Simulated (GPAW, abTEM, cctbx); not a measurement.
# Tl2PdI2Br4: the scripts behind a bonding study

Short scripts, each with its output. The start was made by putting kin elements into a known structure type; the compound need not exist, or be stable, in this form.

**1. Build the all-electron density and subtract free atoms**

```text
cell
1.0
     4.174451860    4.174451860   -4.468094730
    -4.174451860    4.174451860    4.468094730
     4.174451860   -4.174451860    4.468094730
Tl I Pd Br
2 2 1 4
Direct
0.500000000 0.750000000 0.250000000
0.500000000 0.250000000 0.750000000
0.000000000 0.661294190 0.661294190
0.000000000 0.338705810 0.338705810
0.000000000 0.000000000 0.000000000
0.000000000 0.790605200 0.209394800
0.581210400 0.790605200 0.790605200
0.000000000 0.209394800 0.790605200
0.418789600 0.209394800 0.209394800
```

```python
import numpy as np
from ase.io import read
from ase.units import Bohr
from gpaw import GPAW, PW, FermiDirac
from gpaw.calculator import GPAW as OldGPAW
from gpaw.mpi import serial_comm, world
from scipy.special import erfc
from scipy.spatial import cKDTree

atoms = read("cell.vasp")
atoms.calc = GPAW(mode=PW(450), xc="PBE", kpts={"size": (3, 3, 3), "gamma": True},
                 occupations=FermiDirac(0.05), maxiter=120, symmetry={"tolerance": 1e-5}, txt="scf.txt")
atoms.get_potential_energy()
rho = atoms.calc.get_all_electron_density(gridrefinement=2)
moments = atoms.get_magnetic_moments() if atoms.calc.get_number_of_spins() == 2 else np.zeros(len(atoms))
total = atoms.get_magnetic_moment() if moments.any() else 0.0
if world.rank == 0:
    free = OldGPAW(mode=PW(450), xc="PBE", txt=None, communicator=serial_comm)
    neutral = atoms.copy()
    neutral.set_initial_magnetic_moments(None)
    free.initialize(neutral)
    free.set_positions(neutral)
    drho = rho - free.get_all_electron_density(gridrefinement=2)
    # GPAW starts from confined atoms: exchange their smooth part for that of the datasets' free atoms
    h = np.stack(np.meshgrid(*[np.fft.fftfreq(n, 1 / n) for n in drho.shape], indexing="ij"), -1)
    gabs = np.linalg.norm(h @ atoms.cell.reciprocal(), axis=-1)
    tails = np.fft.fftn(free.get_pseudo_density(gridrefinement=2))
    g, form, v0 = np.linspace(0, gabs.max(), 1500), {}, 0
    for e in set(atoms.symbols):
        idx = atoms.symbols.search(e)
        d = free.setups[idx[0]].data
        r, w = d.rgd.r_g * Bohr, d.rgd.r_g**2 * d.rgd.dr_g
        j0 = np.sinc(2 * g[:, None] * r)
        smooth = sum(f * p**2 for f, p in zip(d.f_j, d.phit_jg)) + np.sqrt(4 * np.pi) * d.nct_g
        full = sum(f * p**2 for f, p in zip(d.f_j, d.phi_jg)) + np.sqrt(4 * np.pi) * d.nc_g
        phase = sum(np.exp(-2j * np.pi * h @ s) for s in atoms.get_scaled_positions()[idx])
        tails -= np.interp(gabs, g, j0 @ (smooth * w)) * phase * drho.size / atoms.get_volume()
        form[e] = j0 @ (full * w)
        v0 += 2 * np.pi / 3 * 14.3996 * (full * w * r**2).sum() * len(idx)  # V A^3
    tails *= 0.5 * erfc((gabs - 1.8) / 0.25)  # the tails differ at long wavelengths alone
    drho += np.fft.ifftn(tails).real  # crystal minus superposed spherical free atoms
    np.save("drho.npy", drho)
    dv = atoms.get_volume() / drho.size
    print("grid", drho.shape, " electrons %.3f" % (rho.sum() * dv), " moved by bonding %.3f e" % (abs(drho).sum() * dv / 2))
    pts = np.indices(drho.shape).reshape(3, -1).T / drho.shape @ atoms.cell
    shifts = (np.indices((3, 3, 3)).reshape(3, -1).T - 1) @ atoms.cell
    images = (atoms.positions[None] + shifts[:, None]).reshape(-1, 3)
    dist, idx = cKDTree(images).query(pts, k=4)
    out = drho.ravel()[dist[:, 0] > 0.5]
    print("deformation density beyond 0.5 A of the nuclei: max %.3f, min %.3f e/A^3" % (out.max(), out.min()))
    tie = dist < dist[:, :1] + 1e-4
    q = -np.bincount((idx % len(atoms))[tie], (drho.ravel()[:, None] / tie.sum(1, keepdims=True) * tie)[tie], len(atoms)) * dv
    print("atom        x       y       z   Voronoi charge  moment")
    for a, s, c, m in zip(atoms, atoms.get_scaled_positions(), q, moments):
        print("%-2s%-3d %7.4f %7.4f %7.4f %10.3f %10.2f" % (a.symbol, a.index + 1, *s, c, m))
    np.savez("free.npz", g=g, **form)
    print("mean inner potential of superposed free atoms %.3f V" % (v0 / atoms.get_volume()))
    print("total magnetic moment %.3f muB" % total)
```

```console
$ OMP_NUM_THREADS=1 mpirun -n 4 gpaw python run.py > gpaw.log
```

```text
grid (80, 80, 80)  electrons 454.000  moved by bonding 1.906 e
deformation density beyond 0.5 A of the nuclei: max 0.283, min -1.078 e/A^3
atom        x       y       z   Voronoi charge  moment
Tl1    0.5000  0.7500  0.2500      0.346       0.00
Tl2    0.5000  0.2500  0.7500      0.346       0.00
I 3    0.0000  0.6613  0.6613     -0.054       0.00
I 4    1.0000  0.3387  0.3387     -0.054       0.00
Pd5    0.0000  0.0000  0.0000      0.324       0.00
Br6    0.0000  0.7906  0.2094     -0.227       0.00
Br7    0.5812  0.7906  0.7906     -0.227       0.00
Br8    0.0000  0.2094  0.7906     -0.227       0.00
Br9    0.4188  0.2094  0.2094     -0.227       0.00
mean inner potential of superposed free atoms 12.787 V
total magnetic moment 0.000 muB
```

Time: 24 s on 4 cores of Arm Neoverse V2 (shared host), peak memory 0.95 GiB.

**2. Fourier-transform the difference**

```python
from cctbx import adptbx, crystal, miller, xray
from cctbx.eltbx import tiny_pse
import numpy as np

cs = crystal.symmetry(unit_cell=(8.3489, 8.3489, 8.9362, 90, 90, 90), space_group_symbol='Hall: -I 4 2')  # I4/mmm
atoms = [  # label, site, U (iso, or U11 U22 U33 U12 U13 U23 in A^2), occupancy
    ("Tl1", (0.5, 0, 0.75), 0.0000, 1),
    ("I1", (0, 0, 0.66129), 0.0000, 1),
    ("Pd1", (0, 0, 0), 0.0000, 1),
    ("Br1", (0.70939, 0.29061, 0.5), 0.0000, 1),
]
xs = xray.structure(crystal_symmetry=cs)
for label, site, u, occ in atoms:
    u = adptbx.u_cif_as_u_star(cs.unit_cell(), u) if isinstance(u, tuple) else u
    xs.add_scatterer(xray.scatterer(label, site=site, u=u, occupancy=occ))
xs.scattering_type_registry(table="wk1995")
drho = np.load("drho.npy")
T = np.array([[1, 0, 1], [1, 1, 0], [0, 1, 1]])  # conventional axes in terms of the primitive ones
dF = np.fft.ifftn(drho) * 622.88988  # electrons a conventional cell, indexed by primitive hkl
ms = miller.build_set(cs, anomalous_flag=False, d_min=0.9).sort("resolution")
iam = ms.structure_factors_from_scatterers(xs, algorithm="direct").f_calc()
p1 = xs.expand_to_p1()
z = np.array([tiny_pse.table(sc.scattering_type).atomic_number() for sc in p1.scatterers()])
x = np.array(p1.sites_frac())
free = np.load("free.npz")
print("static structure factors of the conventional cell: F in electrons, V (Mott-Bethe) in volts")
print("   h  k  l      d  |F| table  |F| free   |F| DFT   change   |V| free  |V| DFT  change %")
for h, d, table in list(zip(ms.indices(), ms.d_spacings().data(), iam.data()))[:16]:
    df = dF[tuple(np.rint(np.linalg.solve(T, h)).astype(int))]
    phase = np.exp(2j * np.pi * x @ h)
    f = sum(np.interp(1 / d, free["g"], free[sc.scattering_type]) * p for sc, p in zip(p1.scatterers(), phase))
    fz = (z * phase).sum()
    c = 14.3996 * d * d / (np.pi * cs.unit_cell().volume())
    v0, v1 = abs(fz - f) * c, abs(fz - f - df) * c
    print("%4d%3d%3d %7.4f %9.3f %9.3f %9.3f %8.3f %9.3f %8.3f %8s" % (h + (d, abs(table), abs(f), abs(f + df), abs(f + df) - abs(f), v0, v1, "%.1f" % (100 * (v1 / v0 - 1)) if v0 > 0.02 else "-")))
```

```console
$ python run.py
```

```text
static structure factors of the conventional cell: F in electrons, V (Mott-Bethe) in volts
   h  k  l      d  |F| table  |F| free   |F| DFT   change   |V| free  |V| DFT  change %
   1  0  1  6.1006    48.794    48.584    48.419   -0.165     0.533    0.578      8.5
   1  1  0  5.9036     6.183     6.140     5.941   -0.199     1.020    0.969     -5.0
   0  0  2  4.4681    48.287    48.436    48.089   -0.347     0.451    0.401    -11.3
   2  0  0  4.1745   356.456   356.206   354.336   -1.871     3.522    3.762      6.8
   1  1  2  3.5627   310.496   310.158   309.198   -0.960     2.832    2.921      3.2
   2  1  1  3.4451    69.556    69.831    70.647    0.816     1.046    0.975     -6.8
   2  0  2  3.0503   492.311   492.564   493.462    0.897     5.280    5.219     -1.2
   2  2  0  2.9518   718.764   718.723   718.259   -0.464     7.852    7.882      0.4
   1  0  3  2.8055   309.453   309.452   309.527    0.076     3.714    3.710     -0.1
   3  0  1  2.6571   171.959   172.269   172.931    0.663     2.176    2.141     -1.6
   3  1  0  2.6402    70.328    70.270    71.004    0.735     0.067    0.104     56.4
   2  2  2  2.4629   106.257   106.182   106.863    0.681     0.267    0.237    -11.4
   2  1  3  2.3285   189.787   189.787   189.427   -0.359     2.053    2.067      0.7
   3  1  2  2.2730   230.960   230.680   230.899    0.220     1.634    1.626     -0.5
   3  2  1  2.2415   114.537   114.479   114.543    0.064     1.282    1.279     -0.2
   0  0  4  2.2340   452.898   452.755   451.305   -1.450     4.168    4.221      1.3
```

Time: 0.75 s on 1 core of Arm Neoverse V2 (shared host), peak memory 0.09 GiB.

**3. Propagate a plane wave with and without the bonding term**

```python
import abtem
import numpy as np
from ase.build import make_supercell
from ase.io import read

abtem.config.set({"dask.lazy": False, "fft": "fftw", "diagnostics.progress_bar": False})
M = [[1, 1, 0], [0, 1, 1], [1, 0, 1]]  # rows: x, y and beam direction in the primitive cell's axes
unit = make_supercell(read("cell.vasp"), M)
unit.set_cell(list(unit.cell.lengths()) + [90, 90, 90], scale_atoms=True)
unit.positions[:, 2] += 0.6957  # keeps atomic planes off the slice boundaries
unit.wrap()
slab = unit * (1, 1, 72)
print(slab.get_chemical_formula(), "| box %.2f x %.2f x %.2f A" % tuple(slab.cell.lengths()))

# change of the potential by bonding, from the DFT deformation density (Poisson's equation term by term)
drho = np.load("drho.npy")
prim = read("cell.vasp")
h = np.stack(np.meshgrid(*[np.fft.fftfreq(n, 1 / n) for n in drho.shape], indexing="ij"), -1).reshape(-1, 3).astype(int)
g2 = ((h @ prim.cell.reciprocal()) ** 2).sum(1)
keep = (g2 > 0) & (g2 < 2.5**2)
shape = (239, 256, 48)
vg = np.zeros(shape, complex)
hm = h[keep] @ np.array(M).T
move = np.exp(-2j * np.pi * hm[:, 2] * (0.6957 / unit.cell[2, 2] - 0.5 / shape[2]))  # the same shift, sampled at mid-points
vg[tuple(hm.T % np.array(shape)[:, None])] = -14.3996 / np.pi * (np.fft.fftn(drho).ravel() / drho.size)[keep] / g2[keep] * move
dV = np.fft.ifftn(vg).real * vg.size
dV = dV.reshape(239, 256, 6, 8).mean(3) * unit.cell[2, 2] / 6  # V A, projected in each slice
dV = np.tile(dV.transpose(2, 0, 1), (72, 1, 1))


def build(atoms):
    p = abtem.Potential(atoms, gpts=(239, 256), slice_thickness=[slab.cell[2, 2] / 432] * 432,
                        parametrization="lobato", projection="infinite", exit_planes=36).build()
    p.array[:] += BONDING * dV
    return p


def potentials():
    yield build(slab)  # atoms at rest


for label, BONDING in (("IAM", 0.0), ("DFT", 1.0)):
    print("=====", label)
    potential = build(slab)
    print("grid", potential.gpts, "slices", potential.num_slices)
    thickness = potential.exit_thicknesses
    wave = abtem.PlaneWave(energy=300000)
    dp = np.mean([wave.multislice(p).diffraction_patterns(max_angle="valid").array for p in potentials()], axis=0)
    hkl = [(0, 0, 0), (0, 1, 1), (0, 0, 2), (0, 2, 0), (0, 2, 2), (0, 1, 3), (0, 3, 1)]
    nx, ny = dp.shape[-2:]
    print("intensity of each beam, fraction of the incident wave")
    print("  t (A)" + "".join("%9s" % " ".join(map(str, h)) for h in hkl) + "  diffuse    total")
    grid = np.zeros((nx, ny), bool)
    grid[nx // 2 % 1::1, ny // 2 % 1::1] = True
    for t, a in list(zip(thickness, dp))[1:]:
        idx = [np.rint(np.array(M) @ np.linalg.solve([[1, 0, 1], [1, 1, 0], [0, 1, 1]], h)).astype(int) for h in hkl]
        print("%7.1f" % t + "".join("%9.5f" % a[nx // 2 + i[0] * 1, ny // 2 + i[1] * 1] for i in idx) + "%9.4f%9.4f" % (a[~grid].sum(), a.sum()))
```

```console
$ python run.py
```

```text
Br576I288Pd144Tl288 | box 8.35 x 8.94 x 601.12 A
===== IAM
grid (239, 256) slices 432
intensity of each beam, fraction of the incident wave
  t (A)    0 0 0    0 1 1    0 0 2    0 2 0    0 2 2    0 1 3    0 3 1  diffuse    total
   50.1  0.64091  0.00081  0.00035  0.00771  0.01094  0.00672  0.00222   0.0000   0.9953
  100.2  0.63471  0.00204  0.00100  0.02082  0.00129  0.00953  0.00174   0.0000   0.9885
  150.3  0.64135  0.00397  0.00649  0.00867  0.00377  0.00717  0.00036   0.0000   0.9856
  200.4  0.60881  0.00261  0.00124  0.01289  0.00270  0.00267  0.00017   0.0000   0.9812
  250.5  0.66543  0.00065  0.00149  0.01087  0.00242  0.00143  0.00055   0.0000   0.9768
  300.6  0.59722  0.00076  0.00061  0.01045  0.00176  0.00282  0.00201   0.0000   0.9728
  350.7  0.61275  0.00058  0.00700  0.01708  0.00009  0.00180  0.00109   0.0000   0.9690
  400.7  0.54333  0.00002  0.00546  0.01577  0.00012  0.00279  0.00024   0.0000   0.9650
  450.8  0.52379  0.00079  0.00361  0.02478  0.00027  0.00686  0.00047   0.0000   0.9621
  500.9  0.52475  0.00074  0.00497  0.01199  0.00161  0.00965  0.00038   0.0000   0.9600
  551.0  0.52805  0.00262  0.00551  0.01851  0.00227  0.00988  0.00031   0.0000   0.9575
  601.1  0.49641  0.00330  0.01074  0.01472  0.00174  0.01033  0.00020   0.0000   0.9556
===== DFT
grid (239, 256) slices 432
intensity of each beam, fraction of the incident wave
  t (A)    0 0 0    0 1 1    0 0 2    0 2 0    0 2 2    0 1 3    0 3 1  diffuse    total
   50.1  0.63920  0.00089  0.00036  0.00848  0.01078  0.00676  0.00216   0.0000   0.9953
  100.2  0.63414  0.00207  0.00073  0.02025  0.00135  0.00974  0.00168   0.0000   0.9885
  150.3  0.64733  0.00371  0.00570  0.00729  0.00391  0.00729  0.00039   0.0000   0.9856
  200.4  0.61686  0.00228  0.00157  0.01064  0.00293  0.00279  0.00009   0.0000   0.9813
  250.5  0.67825  0.00063  0.00105  0.00795  0.00204  0.00147  0.00058   0.0000   0.9770
  300.6  0.59187  0.00099  0.00050  0.01092  0.00180  0.00334  0.00221   0.0000   0.9729
  350.7  0.60738  0.00073  0.00497  0.01645  0.00010  0.00244  0.00101   0.0000   0.9689
  400.7  0.53866  0.00004  0.00429  0.01524  0.00010  0.00368  0.00014   0.0000   0.9648
  450.8  0.52301  0.00070  0.00182  0.02246  0.00032  0.00769  0.00048   0.0000   0.9620
  500.9  0.52754  0.00059  0.00386  0.01172  0.00150  0.00950  0.00056   0.0000   0.9598
  551.0  0.51311  0.00161  0.00367  0.02186  0.00222  0.00974  0.00049   0.0000   0.9573
  601.1  0.47885  0.00199  0.00879  0.01764  0.00128  0.01067  0.00029   0.0000   0.9552
```

Time: 24 s.

**4. Image through focus**

```python
import abtem
import numpy as np
from ase.build import make_supercell
from ase.io import read

abtem.config.set({"dask.lazy": False, "fft": "fftw", "diagnostics.progress_bar": False})
M = [[1, 1, 0], [0, 1, 1], [1, 0, 1]]  # rows: x, y and beam direction in the primitive cell's axes
unit = make_supercell(read("cell.vasp"), M)
unit.set_cell(list(unit.cell.lengths()) + [90, 90, 90], scale_atoms=True)
unit.positions[:, 2] += 0.6957  # keeps atomic planes off the slice boundaries
unit.wrap()
slab = unit * (2, 2, 4)
print(slab.get_chemical_formula(), "| box %.2f x %.2f x %.2f A" % tuple(slab.cell.lengths()))

# change of the potential by bonding, from the DFT deformation density (Poisson's equation term by term)
drho = np.load("drho.npy")
prim = read("cell.vasp")
h = np.stack(np.meshgrid(*[np.fft.fftfreq(n, 1 / n) for n in drho.shape], indexing="ij"), -1).reshape(-1, 3).astype(int)
g2 = ((h @ prim.cell.reciprocal()) ** 2).sum(1)
keep = (g2 > 0) & (g2 < 2.5**2)
shape = (105, 112, 48)
vg = np.zeros(shape, complex)
hm = h[keep] @ np.array(M).T
move = np.exp(-2j * np.pi * hm[:, 2] * (0.6957 / unit.cell[2, 2] - 0.5 / shape[2]))  # the same shift, sampled at mid-points
vg[tuple(hm.T % np.array(shape)[:, None])] = -14.3996 / np.pi * (np.fft.fftn(drho).ravel() / drho.size)[keep] / g2[keep] * move
dV = np.fft.ifftn(vg).real * vg.size
dV = dV.reshape(105, 112, 6, 8).mean(3) * unit.cell[2, 2] / 6  # V A, projected in each slice
dV = np.tile(dV.transpose(2, 0, 1), (4, 2, 2))


def build(atoms):
    p = abtem.Potential(atoms, gpts=(210, 224), slice_thickness=[slab.cell[2, 2] / 24] * 24,
                        parametrization="lobato", projection="infinite", exit_planes=12).build()
    p.array[:] += BONDING * dV
    return p


sigmas = {'Tl': 0.06, 'I': 0.066, 'Pd': 0.067, 'Br': 0.071}  # r.m.s. displacement along each axis, A
u = np.array([sigmas[s] for s in slab.symbols])[:, None]
rng = np.random.default_rng(654)


def potentials():
    for _ in range(2):  # frozen phonons, one configuration at a time
        atoms = slab.copy()
        atoms.positions += u * rng.standard_normal((len(atoms), 3))
        atoms.wrap()
        yield build(atoms)


for label, BONDING in (("IAM", 0.0), ("DFT", 1.0)):
    print("=====", label)
    rng = np.random.default_rng(654)  # the same displacements for both
    potential = build(slab)
    print("grid", potential.gpts, "slices", potential.num_slices)
    thickness = potential.exit_thicknesses
    columns = [  # name, x, y (A)
        ("Tl", 0.000, 6.702),
        ("I", 0.000, 5.909),
        ("Br2", 2.426, 4.468),
        ("Pd", 0.000, 0.000),
        ("void", 2.087, 2.234),
    ]
    waves = [abtem.PlaneWave(energy=300000).multislice(p) for p in potentials()]
    stack = []
    for defocus in [-30.0, 10.0, 50.0, 90.0, 170.0]:
        ctf = abtem.CTF(energy=300000, Cs=100000, defocus=defocus, focal_spread=20, semiangle_cutoff=35)
        ims = [w.apply_ctf(ctf).intensity() for w in waves]
        im = sum(ims[1:], ims[0]) / len(ims)
        a = im.array.reshape(len(thickness), 2, -1, 2, im.array.shape[-1] // 2).mean(axis=(1, 3))
        a = a / im.array[0].mean()
        stack.append(a)
        print("defocus %.0f A: intensity at the columns, vacuum = 1" % defocus)
        print("  t (A)     min     max" + "".join("%10s" % c[0][:9] for c in columns))
        for t, b in list(zip(thickness, a))[1:]:
            at = [b[round(x / im.sampling[0]) % b.shape[0], round(y / im.sampling[1]) % b.shape[1]] for _, x, y in columns]
            print("%7.1f %7.3f %7.3f" % (t, b.min(), b.max()) + "".join("%10.3f" % v for v in at))
    print("Scherzer defocus %.0f A, point resolution %.2f A" % (ctf.scherzer_defocus, ctf.point_resolution))
    np.save(label + "_hrtem.npy", np.array(stack))
```

```console
$ python run.py
```

```text
Br128I64Pd32Tl64 | box 16.70 x 17.87 x 33.40 A
===== IAM
grid (210, 224) slices 24
defocus -30 A: intensity at the columns, vacuum = 1
  t (A)     min     max        Tl         I       Br2        Pd      void
   16.7   0.517   1.867     1.467     1.258     1.811     1.566     1.070
   33.4   0.168   2.640     1.721     1.392     2.521     1.966     1.145
defocus 10 A: intensity at the columns, vacuum = 1
  t (A)     min     max        Tl         I       Br2        Pd      void
   16.7   0.588   1.402     1.134     1.298     1.388     1.369     0.954
   33.4   0.200   2.108     1.418     1.665     2.033     1.920     0.939
defocus 50 A: intensity at the columns, vacuum = 1
  t (A)     min     max        Tl         I       Br2        Pd      void
   16.7   0.024   1.232     0.075     0.299     0.027     0.255     1.003
   33.4   0.013   1.333     0.251     0.468     0.567     0.304     1.009
defocus 90 A: intensity at the columns, vacuum = 1
  t (A)     min     max        Tl         I       Br2        Pd      void
   16.7   0.166   1.456     0.574     0.495     0.524     0.666     0.999
   33.4   0.006   1.904     0.243     0.084     0.393     0.424     0.979
defocus 170 A: intensity at the columns, vacuum = 1
  t (A)     min     max        Tl         I       Br2        Pd      void
   16.7   0.368   1.750     0.499     0.518     0.795     1.316     1.548
   33.4   0.044   2.906     0.211     0.166     0.675     1.520     2.906
Scherzer defocus 54 A, point resolution 0.60 A
===== DFT
grid (210, 224) slices 24
defocus -30 A: intensity at the columns, vacuum = 1
  t (A)     min     max        Tl         I       Br2        Pd      void
   16.7   0.516   1.867     1.471     1.257     1.807     1.580     1.071
   33.4   0.167   2.637     1.731     1.389     2.506     2.005     1.151
defocus 10 A: intensity at the columns, vacuum = 1
  t (A)     min     max        Tl         I       Br2        Pd      void
   16.7   0.587   1.403     1.135     1.298     1.389     1.370     0.954
   33.4   0.200   2.104     1.422     1.665     2.030     1.929     0.939
defocus 50 A: intensity at the columns, vacuum = 1
  t (A)     min     max        Tl         I       Br2        Pd      void
   16.7   0.024   1.229     0.074     0.299     0.027     0.252     1.002
   33.4   0.013   1.330     0.251     0.469     0.566     0.307     1.008
defocus 90 A: intensity at the columns, vacuum = 1
  t (A)     min     max        Tl         I       Br2        Pd      void
   16.7   0.166   1.458     0.573     0.495     0.527     0.654     0.997
   33.4   0.006   1.906     0.243     0.083     0.399     0.408     0.976
defocus 170 A: intensity at the columns, vacuum = 1
  t (A)     min     max        Tl         I       Br2        Pd      void
   16.7   0.368   1.753     0.498     0.517     0.801     1.301     1.547
   33.4   0.043   2.897     0.211     0.166     0.679     1.502     2.897
Scherzer defocus 54 A, point resolution 0.60 A
```

Time: 4.4 s.

[Outputs are excerpts: Python notices, other lines and further rows are left out; steps that failed or that the build refused (PBEsol, TPSS) are not shown.]

[Logs are printed without paths, hosts, clocks, repeated set-up lines and the standing remarks that a program may print on its own settings, such as how far it seeks lower states.]
